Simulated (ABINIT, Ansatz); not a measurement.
## Converging GW for Sr3BiN (Pm-3m) in ABINIT

Aim: raise bands and screening cutoff together for Sr3BiN (Pm-3m) and follow gap and time.

Calculated with ABINIT 10.8.3; LDA and many-body steps on it, plane waves.

### 1. The starting structure

Symmetry: Pm-3m, No. 221, cubic system. Conventional cell: a = 5.235 Å, b = 5.235 Å, c = 5.235 Å, α = 90.00°, β = 90.00°, γ = 90.00°. Nearest to Sr lie 2 N at 2.62 Å. Bi has 12 Sr at 3.70 Å nearest. Nearest to N lie 6 Sr at 2.62 Å. Farther neighbours and most contacts between anions are not listed.

As a file:

```cif
data_structure
_symmetry_space_group_name_H-M 'P 1'
_symmetry_Int_Tables_number 1
_cell_length_a 5.2349
_cell_length_b 5.2349
_cell_length_c 5.2349
_cell_angle_alpha 90.000
_cell_angle_beta 90.000
_cell_angle_gamma 90.000
_cell_volume 143.46
loop_
_atom_site_label
_atom_site_type_symbol
_atom_site_fract_x
_atom_site_fract_y
_atom_site_fract_z
_atom_site_occupancy
Sr1 Sr 0.50000 0.50000 0.00000 1
Sr2 Sr 0.00000 0.50000 0.50000 1
Sr3 Sr 0.50000 0.00000 0.50000 1
Bi4 Bi 0.00000 0.00000 0.00000 1
N5 N 0.50000 0.50000 0.50000 1
```

The cell and positions are those that the Materials Project relaxed with its own functionals (PBE, PBE+U or r2SCAN), kept fixed. Spin-orbit coupling is left out unless a step names it.

### 2. Empty states on the mesh, 2×2×2 mesh, 501 bands

This step: ABINIT 10.8.3; DFT, LDA, plane waves, norm-conserving pseudopotentials.

The sums over transitions need many empty states on a uniform mesh; this step solves for them.

run.abi reads:

```
acell 3*1.0 Angstrom
rprim 
  5.234939930000 0.000000000000 0.000000000000
  0.000000000000 5.234939930000 0.000000000000
  0.000000000000 0.000000000000 5.234939930000
ntypat 3
znucl 38 83 7
natom 5
typat 1 1 1 2 3
xred 
  0.500000000000 0.500000000000 0.000000000000
  0.000000000000 0.500000000000 0.500000000000
  0.500000000000 0.000000000000 0.500000000000
  0.000000000000 0.000000000000 0.000000000000
  0.500000000000 0.500000000000 0.500000000000
pp_dirpath "pseudos"
pseudos "Sr.upf, Bi.upf, N.upf"
ecut 36
ngkpt 2 2 2
nshiftk 1
shiftk 0 0 0
kptopt 1
chksymbreak 0
iscf -2
irdden 1
istwfk *1
nband 501
nbdbuf 44
tolwfr 1e-09
nstep 60
prtvol 0
indata_prefix "in"
outdata_prefix "out"
tmpdata_prefix "tmp"
```

Command:

```bash
OMP_NUM_THREADS=1 mpirun -n 8 abinit run.abi > log
```

Numbers of over 12 decimals in the logs are rounded to 6 here.

The program printed:

```text
.Version 10.8.3 of ABINIT. v10.8.2 released Aug 2026.

 Symmetries : space group Pm -3 m (#221); Bravais cP (primitive cubic)
[... echo of the input left out ...]
== DATASET  1 ==================================================================
-   mpi_nproc: 8, omp_nthreads: 1 (-1 if OMP is not activated)
-    --> not optimal distribution: autoparal keyword recommended in input file <--

--- !DatasetInfo
iteration_state: {dtset: 1, }
dimensions: {natom: 5, nkpt: 4, mband: 501, nsppol: 1, nspinor: 1, nspden: 1, mpw: 10026, }
cutoff_energies: {ecut:  36.0, pawecutdg:  -1.0, }
[...]
4.37902    4.37902    4.39060    4.39060    4.39060    4.40723    4.40723    4.40723
   4.40943    4.41428    4.41428    4.44082    4.51238    4.51270    4.51704    4.51720
   4.51778    4.55632    4.55843    4.56404    4.58814
 prteigrs : prtvol=0 or 1, do not print more k-points.

== END DATASET(S) ==============================================================
================================================================================

 -outvars: echo values of variables after computation  --------
            nband         501
             nkpt           4
          spgroup         221
 [... the other variables as echoed above ...]

 Calculation completed.
```

Elapsed: 7.9 min, on 8 MPI ranks of Arm Neoverse V1, shared host; peak memory 1 GiB; 63 min of CPU time.

Numbers from this step:

```yaml
gap: 0.2585 eV
k_of_the_valence_top: 0, 0, 0
k_of_the_conduction_bottom: 0, 0, 0
least_direct_gap: 0.2585 eV
k_points_computed: 4
lowest_point_of_the_top_converged_band_above_the_valence_top: 109.1438 eV
```

On this mesh the gap is 0.259 eV.

The density comes from a self-consistent run that is not shown.

### 3. Screening, 2×2×2 mesh, 82 bands, screening to 76.2 eV

The RPA dielectric matrix is built and inverted for each q.

This step: RPA screening on LDA, plane waves, norm-conserving pseudopotentials.

run.abi: that of step 2 with these lines changed.

```diff
@@ -23,10 +23,11 @@
 chksymbreak 0
-iscf -2
-irdden 1
 istwfk *1
-nband 501
-nbdbuf 44
-tolwfr 1e-09
-nstep 60
-prtvol 0
+occopt 1
+irdwfk 1
+optdriver 3
+nband 82
+ecuteps 2.8
+inclvkb 2
+awtr 1
+symchi 1
 indata_prefix "in"
```

The program printed:

```text
.Version 10.8.3 of ABINIT. v10.8.2 released Aug 2026.

 Symmetries : space group Pm -3 m (#221); Bravais cP (primitive cubic)
[... echo of the input left out ...]
== DATASET  1 ==================================================================
-   mpi_nproc: 8, omp_nthreads: 1 (-1 if OMP is not activated)

--- !DatasetInfo
iteration_state: {dtset: 1, }
dimensions: {natom: 5, nkpt: 4, mband: 82, nsppol: 1, nspinor: 1, nspden: 1, mpw: 10026, }
cutoff_energies: {ecut:  36.0, pawecutdg:  -1.0, }
electrons: {nelect:   5.80000000E+01, charge:   0.00000000E+00, occopt:   1.00000000E+00, tsmear:   1.00000000E-02, }

 SCREENING: Calculation of the susceptibility and dielectric matrices

 Based on a program developped by R.W. Godby, V. Olevano, G. Onida, and L. Reining.
 Incorporated in ABINIT by V. Olevano, G.-M. Rignanese, and M. Torrent.
.Using double precision arithmetic ; gwpc =  8

[... cell and pseudopotentials left out ...]
--------------------------------------------------------------------------------

 ==== K-mesh for the wavefunctions ====
 Number of points in the irreducible wedge :     4
[... list of points left out ...]
 Together with 48 symmetry operations and time-reversal symmetry
 yields     8 points in the full Brillouin Zone.

 ==== Q-mesh for the screening function ====
 Number of points in the irreducible wedge :     4
[... list of points left out ...]
 Together with 48 symmetry operations and time-reversal symmetry
 yields     8 points in the full Brillouin Zone.

 setmesh: FFT mesh size selected  =    36x   36x   36
          total number of points  =        46656

 vcoul_init : cutoff-mode = AUXILIARY_FUNCTION
 q-points for optical limit:   1
     1)      0.000010    0.000020    0.000030

- screening: taking advantage of time-reversal symmetry
- Maximum band index for partially occupied states nbvw = 29
- Remaining bands to be divided among processors   nbcw = 53
- Number of bands treated by each node ~6

 Number of electrons calculated from density =   58.0000; Expected =   58.0000
 average of density, n =  0.059910
 r_s =    1.5854
 omega_plasma =   23.6104 [eV]

 calculating chi0 at frequencies [eV] :
  1    0.000000E+00    0.000000E+00
  2    0.000000E+00    2.361042E+01

--------------------------------------------------------------------------------
  q-point number  1        q = ( 0.000000, 0.000000, 0.000000) [r.l.u.]
--------------------------------------------------------------------------------
[... chi0 elements left out ...]
 For q-point:  0.000010 0.000020 0.000030
  dielectric constant = 762.8396
  dielectric constant without local fields = 877.4271

  Average fulfillment of the sum rule on Im[epsilon] for q-point    1 :     43.23  [%]
[... wings left out ...]
  q-point number  2        q = ( 0.500000, 0.000000, 0.000000) [r.l.u.]
--------------------------------------------------------------------------------
[... chi0 elements left out ...]
  Average fulfillment of the sum rule on Im[epsilon] for q-point    2 :     52.65  [%]

 [... 2 further q-points ...]
```

Wall time 12 s (8 MPI ranks); peak memory 2 GiB.

This step gave:

```
ε∞ with local fields, on this mesh, along the program's q direction : 762.8
the same without local fields                                       : 877.4
plasma frequency                                                    : 23.61 eV
plane waves in the screening matrix                                 : 203
```

Local fields lower ε∞ by 13 %. The value itself is an artefact of the mesh, where one narrow direct gap carries too much weight.

### 4. 82 bands, 76.2 eV

The self-energy is evaluated for the states that the input lists, and the levels follow from it, in one-shot runs by the linearised quasiparticle equation.

This step: G0W0 on LDA, plane waves, norm-conserving pseudopotentials.

run.abi: that of step 3 with these lines changed.

```diff
@@ -26,8 +26,15 @@
 irdwfk 1
-optdriver 3
+optdriver 4
 nband 82
+gwcalctyp 0
+ecutsigx 36
+symsigma 1
+nkptgw 1
+kptgw 
+  0.0000000000 0.0000000000 0.0000000000
+bdgw 
+  27 31
 ecuteps 2.8
-inclvkb 2
-awtr 1
-symchi 1
+irdscr 1
+ppmodel 1
 indata_prefix "in"
```

The program printed:

```text
.Version 10.8.3 of ABINIT. v10.8.2 released Aug 2026.

 Symmetries : space group Pm -3 m (#221); Bravais cP (primitive cubic)
[... echo of the input left out ...]
== DATASET  1 ==================================================================
-   mpi_nproc: 8, omp_nthreads: 1 (-1 if OMP is not activated)

--- !DatasetInfo
iteration_state: {dtset: 1, }
dimensions: {natom: 5, nkpt: 4, mband: 82, nsppol: 1, nspinor: 1, nspden: 1, mpw: 10026, }
cutoff_energies: {ecut:  36.0, pawecutdg:  -1.0, }
electrons: {nelect:   5.80000000E+01, charge:   0.00000000E+00, occopt:   1.00000000E+00, tsmear:   1.00000000E-02, }

 SIGMA: Calculation of the GW corrections

 Based on a program developped by R.W. Godby, V. Olevano, G. Onida, and L. Reining.
 Incorporated in ABINIT by V. Olevano, G.-M. Rignanese, and M. Torrent.
.Using double precision arithmetic ; gwpc =  8

[... cell and pseudopotentials left out ...]
--------------------------------------------------------------------------------

 ==== K-mesh for the wavefunctions ====
 Number of points in the irreducible wedge :     4
[... list of points left out ...]
 Together with 48 symmetry operations and time-reversal symmetry
 yields     8 points in the full Brillouin Zone.

 ==== Q-mesh for screening function ====
 Number of points in the irreducible wedge :     4
[... list of points left out ...]
 Together with 48 symmetry operations and time-reversal symmetry
 yields     8 points in the full Brillouin Zone.

 vcoul_init : cutoff-mode = AUXILIARY_FUNCTION
 q-points for optical limit:   1
     1)      0.000010    0.000020    0.000030
 setmesh: FFT mesh size selected  =    54x   54x   54
          total number of points  =       157464

 Number of electrons calculated from density =   58.0000; Expected =   58.0000
 average of density, n =  0.059910
 r_s =    1.5854
 omega_plasma =   23.6104 [eV]

 === KS Band Gaps ===
  >>>> For spin  1
   Minimum direct gap =   0.2585 [eV], located at k-point      :   0.0000  0.0000  0.0000
   Fundamental gap    =   0.2585 [eV], Top of valence bands at :   0.0000  0.0000  0.0000
                                       Bottom of conduction at :   0.0000  0.0000  0.0000
 SIGMA fundamental parameters:
 PLASMON POLE MODEL  1
 number of plane-waves for SigmaX                 9939
 number of plane-waves for SigmaC and W            203
 number of plane-waves for wavefunctions          9939
 number of bands                                    82
 number of independent spin polarizations            1
 number of spinorial components                      1
 number of k-points in IBZ                           4
 number of q-points in IBZ                           4
 number of symmetry operations                      48
 number of k-points in BZ                            8
 number of q-points in BZ                            8
 number of frequencies for dSigma/dE                 9
 frequency step for dSigma/dE [eV]                0.25
 number of omega for Sigma on real axis              0
 max omega for Sigma on real axis  [eV]           0.00
 zcut for avoiding poles [eV]                     0.10

 EPSILON^-1 parameters (SCR file):
 dimension of the eps^-1 matrix on file            203
 dimension of the eps^-1 matrix used               203
 number of plane-waves for wavefunctions          9939
 number of bands                                    82
 number of q-points in IBZ                           4
 number of frequencies                               2
 number of real frequencies                          1
 number of imag frequencies                          1

 matrix elements of self-energy operator (all in [eV])

 Perturbative Calculation

--- !SelfEnergy_ee
iteration_state: {dtset: 1, }
kpoint     : [   0.000,    0.000,    0.000, ]
spin       : 1
KS_gap     :    0.259
QP_gap     :    0.408
Delta_QP_KS:    0.150
data: !SigmaeeData |
     Band     E0 <VxcDFT>   SigX SigC(E0)      Z dSigC/dE  Sig(E)    E-E0       E
       27   6.971 -14.528 -17.047   3.321   0.764  -0.309 -13.915   0.613   7.583
       28   6.971 -14.528 -17.047   3.321   0.764  -0.309 -13.915   0.613   7.583
       29   6.971 -14.528 -17.047   3.321   0.764  -0.309 -13.915   0.613   7.583
       30   7.229  -8.597  -4.130  -3.526   0.810  -0.234  -7.835   0.762   7.992
       31   7.229  -8.597  -4.130  -3.526   0.810  -0.234  -7.835   0.762   7.992

== END DATASET(S) ==============================================================
================================================================================

 -outvars: echo values of variables after computation  --------
           etotal      0.0000000000E+00
            nband          82
             nkpt           4
          spgroup         221
 [... the other variables as echoed above ...]

 Calculation completed.
```

Run time: 4.6 s. Hardware: 8 MPI ranks; peak memory 0.54 GiB.

This step gave:

| Property | Result |
| --- | --- |
| G0W0 gap on the points computed | 0.4090 eV |
| starting gap on the mesh | 0.2585 eV |
| k of the valence top | 0, 0, 0 |
| k of the conduction bottom | 0, 0, 0 |
| Z at the valence top | 0.764 |
| Z at the conduction bottom | 0.81 |
| least direct G0W0 gap on the computed points | 0.4090 eV |

The gap on the mesh goes from 0.26 eV to 0.41 eV, a correction of +0.15 eV.

### 5. Screening, 2×2×2 mesh, 203 bands, screening to 141.5 eV

This step: RPA screening on LDA, plane waves, norm-conserving pseudopotentials.

run.abi: that of step 4 with these lines changed.

```diff
@@ -26,15 +26,8 @@
 irdwfk 1
-optdriver 4
-nband 82
-gwcalctyp 0
-ecutsigx 36
-symsigma 1
-nkptgw 1
-kptgw 
-  0.0000000000 0.0000000000 0.0000000000
-bdgw 
-  27 31
-ecuteps 2.8
-irdscr 1
-ppmodel 1
+optdriver 3
+nband 203
+ecuteps 5.2
+inclvkb 2
+awtr 1
+symchi 1
 indata_prefix "in"
```

The program printed:

```text
.Version 10.8.3 of ABINIT. v10.8.2 released Aug 2026.

 Symmetries : space group Pm -3 m (#221); Bravais cP (primitive cubic)
[... echo of the input left out ...]
== DATASET  1 ==================================================================
-   mpi_nproc: 8, omp_nthreads: 1 (-1 if OMP is not activated)

--- !DatasetInfo
iteration_state: {dtset: 1, }
dimensions: {natom: 5, nkpt: 4, mband: 203, nsppol: 1, nspinor: 1, nspden: 1, mpw: 10026, }
cutoff_energies: {ecut:  36.0, pawecutdg:  -1.0, }
electrons: {nelect:   5.80000000E+01, charge:   0.00000000E+00, occopt:   1.00000000E+00, tsmear:   1.00000000E-02, }

 SCREENING: Calculation of the susceptibility and dielectric matrices

 Based on a program developped by R.W. Godby, V. Olevano, G. Onida, and L. Reining.
 Incorporated in ABINIT by V. Olevano, G.-M. Rignanese, and M. Torrent.
.Using double precision arithmetic ; gwpc =  8

[... cell and pseudopotentials left out ...]
--------------------------------------------------------------------------------

 ==== K-mesh for the wavefunctions ====
 Number of points in the irreducible wedge :     4
[... list of points left out ...]
 Together with 48 symmetry operations and time-reversal symmetry
 yields     8 points in the full Brillouin Zone.

 ==== Q-mesh for the screening function ====
 Number of points in the irreducible wedge :     4
[... list of points left out ...]
 Together with 48 symmetry operations and time-reversal symmetry
 yields     8 points in the full Brillouin Zone.

 setmesh: FFT mesh size selected  =    40x   40x   40
          total number of points  =        64000

 vcoul_init : cutoff-mode = AUXILIARY_FUNCTION
 q-points for optical limit:   1
     1)      0.000010    0.000020    0.000030

- screening: taking advantage of time-reversal symmetry
- Maximum band index for partially occupied states nbvw = 29
- Remaining bands to be divided among processors   nbcw = 174
- Number of bands treated by each node ~21

 Number of electrons calculated from density =   58.0000; Expected =   58.0000
 average of density, n =  0.059910
 r_s =    1.5854
 omega_plasma =   23.6104 [eV]

 calculating chi0 at frequencies [eV] :
  1    0.000000E+00    0.000000E+00
  2    0.000000E+00    2.361042E+01

--------------------------------------------------------------------------------
  q-point number  1        q = ( 0.000000, 0.000000, 0.000000) [r.l.u.]
--------------------------------------------------------------------------------
[... chi0 elements left out ...]
 For q-point:  0.000010 0.000020 0.000030
  dielectric constant = 763.4577
  dielectric constant without local fields = 877.4763

  Average fulfillment of the sum rule on Im[epsilon] for q-point    1 :     73.36  [%]
[... wings left out ...]
  q-point number  2        q = ( 0.500000, 0.000000, 0.000000) [r.l.u.]
--------------------------------------------------------------------------------
[... chi0 elements left out ...]
  Average fulfillment of the sum rule on Im[epsilon] for q-point    2 :     79.07  [%]

 [... 2 further q-points ...]
```

Elapsed: 41 s, on 8 MPI ranks; peak memory 3 GiB; 5.4 min of CPU time.

This step gave:

| Property | Result |
| --- | --- |
| ε∞ with local fields, on this mesh, along the program's q direction | 763.5 |
| the same without local fields | 877.5 |
| plasma frequency | 23.61 eV |
| plane waves in the screening matrix | 515 |

(Part 1 of 2 ends here.)

[Paths, hosts, dates, memory and timing lines, banners, echoed tables and standing remarks are left out of the program output.]

[Logs are printed without paths, hosts, clocks, repeated set-up lines and the standing remarks that a program may print on its own settings, such as how far it seeks lower states.]

[Runs of the session that timed out or met a known fault of the program may be left out.]

[No measured gap is set beside runs whose start may be inverted or whose files or cutoffs have a known fault.]

[Hosts, paths, dates, database ids (printed as entryN), source tags and the programs' standing remarks are cut or masked in the printed files.]

[G0W0 gaps are taken among the corrected bands and points alone; a level outside them can change the order at an edge.]

[Where Ansatz stands beside ABINIT at settings called matched, ABINIT's density can come from a denser mesh and the files from another edition; pairs whose starting gaps differed by over 0.03 eV were left out, so agreement reads better than it is.]
